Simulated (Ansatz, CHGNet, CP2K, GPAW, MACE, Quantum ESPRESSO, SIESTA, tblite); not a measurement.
**Forces in glassy 77ZrO2-23SiO2 (mol %) (90 atoms), program by program**

Aim: forces, pressure and gap of glassy 77ZrO2-23SiO2 (mol %) (90 atoms) at one geometry, from other programs and methods, against plane-wave PBE.

Results are calculated, not measured.

**1. The structure**

The cell holds 90 atoms (23 Zr, 7 Si and 60 O), with edges of 10.55, 10.55 and 10.55 Å. Recipe: 90 atoms (23 Zr, 7 Si, 60 O) placed at random at 4.39 g/cm³, melted at 4000 K for 10 ps at fixed volume with the Morse and Coulomb pair potential with partial charges (Pedone, Malavasi, Menziani, Cormack and Segre, J. Phys. Chem. B 110, 11780 (2006)). Quenched from 1800 K to 300 K at 50 K/ps and fixed volume, held 10 ps at zero pressure, then minimised at fixed cell. Then every atom was moved at random, 0.03 Å r.m.s. a Cartesian component. The density is 4.60 g/cm³.

**2. The reference input**

Quantum ESPRESSO 7.5: Kohn-Sham DFT, PBE, SSSP efficiency 1.3.0 pseudopotentials, plane waves. Its input, pw.in:

```
&control
  calculation = 'scf'
  pseudo_dir = './pseudo'
  outdir = './tmp'
  disk_io = 'none'
  tprnfor = .true.
  tstress = .true.
/
&system
  ibrav = 0
  nat = 90
  ntyp = 3
  ecutwfc = 60
  ecutrho = 480
  nosym = .true.
  occupations = 'smearing'
  smearing = 'fd'
  degauss = 0.003675
/
&electrons
  conv_thr = 4.5e-07
  electron_maxstep = 100
  mixing_beta = 0.4
  mixing_mode = 'plain'
  diagonalization = 'david'
/
ATOMIC_SPECIES
Zr 91.224 Zr.upf
Si 28.085 Si.upf
O 15.999 O.upf
CELL_PARAMETERS angstrom
10.55091 0.00000 0.00000
0.00000 10.55091 0.00000
0.00000 0.00000 10.55091
ATOMIC_POSITIONS crystal
Zr 0.12943 0.66174 0.18382
Zr 0.97571 0.19964 0.32028
Zr 0.23148 0.51308 0.49722
Zr 0.43377 0.65285 0.27605
[... 84 atom lines left out ...]
O 0.35479 0.94402 0.68872
O 0.09393 0.99877 0.79070
K_POINTS gamma
```

```console
$ OMP_NUM_THREADS=1 mpirun -np 4 pw.x -in pw.in > output.txt
```

Wall time 4.2 min (4 MPI ranks of Arm Neoverse V1, shared host); peak memory 3.9 GiB.

It converged with an r.m.s. force component of 1.3 eV/Å and a pressure of 2.4 GPa.

Its highest filled and lowest empty levels lie 3.21 eV apart on its k-points.

**3. The other programs**

- CHGNet: machine-learned potential, published weights.
- CP2K 2026.2: Gaussian basis with GTH pseudopotentials and a plane-wave density; labels give functional, basis (MOLOPT sets; SR short-range, UZH the newer set with its own potentials), grid cutoff/relative cutoff and solver (OT: orbital transformation; TRS4, TC2, SIGN: linear-scaling purification with its sparsity filter), or its built-in tight binding.
- GPAW 26.7.0: PAW with atomic orbitals (LCAO), plane waves or a real-space grid of spacing h.
- MACE: machine-learned potential, published weights.
- SIESTA 5.4.2: numerical atomic orbitals, whose automatically made sets are far from complete, with PseudoDojo norm-conserving potentials that we converted to its format (checked against plane waves on the same files for H, C, O, Si, Ge and Ca alone); labels give functional, basis size, energy shift and mesh cutoff.
- tblite 0.8.0: extended tight binding, driven from Python.

All use the same cell and atoms, and the electronic-structure runs the same k-mesh.

**4. Side by side**

Differences are against the reference: forces as r.m.s. over components, share as that over the reference's r.m.s. force, slope as the fitted ratio of a run's forces to the reference's.

```csv
run,"Δ force, r.m.s. (meV/Å)",share (%),slope,Δ pressure (GPa),Δ gap (eV),cores,CPU time,memory (GiB)
reference,-,-,-,-,-,4,17 min,3.9
CHGNet 0.3.0 potential,212,15.9,0.919,3.15,-,1,4.5 s,1.3
CHGNet r2SCAN potential,285,21.4,0.819,-3.63,-,1,5.1 s,1.3
"CP2K PBE, DZVP-MOLOPT-SR, 600/50 Ry, diagonalisation",82.2,6.16,0.978,0.223,-0.0981,4,11 min,6.2
"CP2K PBE, SZV-MOLOPT-SR, 600/50 Ry, diagonalisation (coarse)",1060,79.4,1.397,9.33,-0.737,2,4.6 min,3.4
"GPAW PBE, LCAO dzp, h 0.18 Å",258,19.3,1.104,-,-0.164,1,9.4 min,2.2
"GPAW PBE, LCAO dzp, h 0.18 Å, other mixer settings",257,19.3,1.104,-,-0.164,2,12 min,2.5
"GPAW PBE, LCAO dzp, h 0.28 Å (coarse)",1857,139,1.075,-,-0.161,1,3 min,0.81
"GPAW PBE, LCAO szp(dzp), h 0.18 Å (coarse)",299,22.4,1.109,-,-0.376,1,6.1 min,2.1
MACE MP-0b3 medium potential,197,14.7,0.932,3.36,-,1,9.8 s,1.1
"SIESTA PBE, DZP, shift 0.01 Ry, mesh 500 Ry",177,13.3,1.055,2.56,-0.252,4,7.1 min,2.6
"SIESTA PBE, SZP, shift 0.01 Ry, mesh 500 Ry (coarse)",381,28.5,1.195,4.82,-0.402,2,5.1 min,1.9
tblite GFN1-xTB,574,43.0,0.784,2.52,-,1,5.5 s,0.12
```

Rows marked coarse use a setting chosen to be so.

Times of the machine-learned potentials are mostly Python's start and the loading of weights.

CPU time is summed over cores on shared hosts, so it is rough.

**5. What came out**

Forces lie from 6.2 % (CP2K PBE, DZVP-MOLOPT-SR, 600/50 Ry, diagonalisation) to 139 % (GPAW PBE, LCAO dzp, h 0.28 Å, coarse) of the reference's r.m.s. force of 1.3 eV/Å away from it. The PBE runs in local orbitals, coarse settings apart, differ by 6.2 % (CP2K PBE, DZVP-MOLOPT-SR, 600/50 Ry, diagonalisation) to 19 % (GPAW PBE, LCAO dzp, h 0.18 Å); basis, grid and potentials can all enter. Tight binding differs by 43 % (tblite GFN1-xTB); it is another model, with fitted parameters of its own, and the xTB methods hold dispersion. Machine-learned potentials differ by 15 % (MACE MP-0b3 medium potential) to 21 % (CHGNet r2SCAN potential); they were trained on other programs' data, some at another functional.

Runs with settings chosen to be coarse differ by 22 % (GPAW PBE, LCAO szp(dzp), h 0.18 Å) to 139 % (GPAW PBE, LCAO dzp, h 0.28 Å), their programs' other errors included. SIESTA PBE, SZP, shift 0.01 Ry, mesh 500 Ry stiffens the forces by a factor of 1.20 while following their directions (correlation 0.985); the slopes of the 2 SIESTA runs lie between 1.06 and 1.20. From GPAW PBE, LCAO dzp, h 0.28 Å to the finer GPAW PBE, LCAO dzp, h 0.18 Å, other mixer settings the share falls from 139 to 19 %. Pressures at PBE, coarse settings apart, lie +0.22 to +2.56 GPa from the reference's. Gaps at PBE, coarse settings apart, lie -0.25 to -0.10 eV from the reference's.

Caveats: Periodic xTB results under one method name differ between programs and library versions. The reference's pressure holds the uncorrected Pulay stress of its 60 Ry basis, so small pressure differences, may be the reference's own error. Machine-learned potentials mimic data converged in k, so the reference's own k-point error enters their differences. The quench rate of 50 K/ps is many orders above laboratory rates, so the cell is likely richer in defects and strain than a real sample. The network of bonds at the start is that of the classical potential that made the cell, and needn't be the one that DFT or experiment would give. The electronic-structure runs sample only Γ, in a cell whose shortest periodic width is 11 Å. The reference's pressure of 2.4 GPa reflects the volume that the recipe set, positions that aren't this level's minimum and the basis. Where levels are smeared, the DFT runs use Fermi–Dirac occupations at 580 K (0.05 eV), and energies are free energies. The atoms were displaced at random, and shares hang on the size of the forces that this gives. The reference's cutoffs and mesh weren't converged further here.

[Long decimals in the printed logs are rounded to 6 places.]

[Logs are printed without paths, hosts, clocks, repeated set-up lines and the standing remarks that a program may print on its own settings, such as how far it seeks lower states.]

[Hosts, paths, dates, database ids (printed as entryN), source tags and the programs' standing remarks are cut or masked in the printed files.]

[Only finished runs are shown, without SIESTA runs on faulty potentials for Cu, Fe, Ni or Zn; cells were taken only where this reference lay near another plane-wave run.]
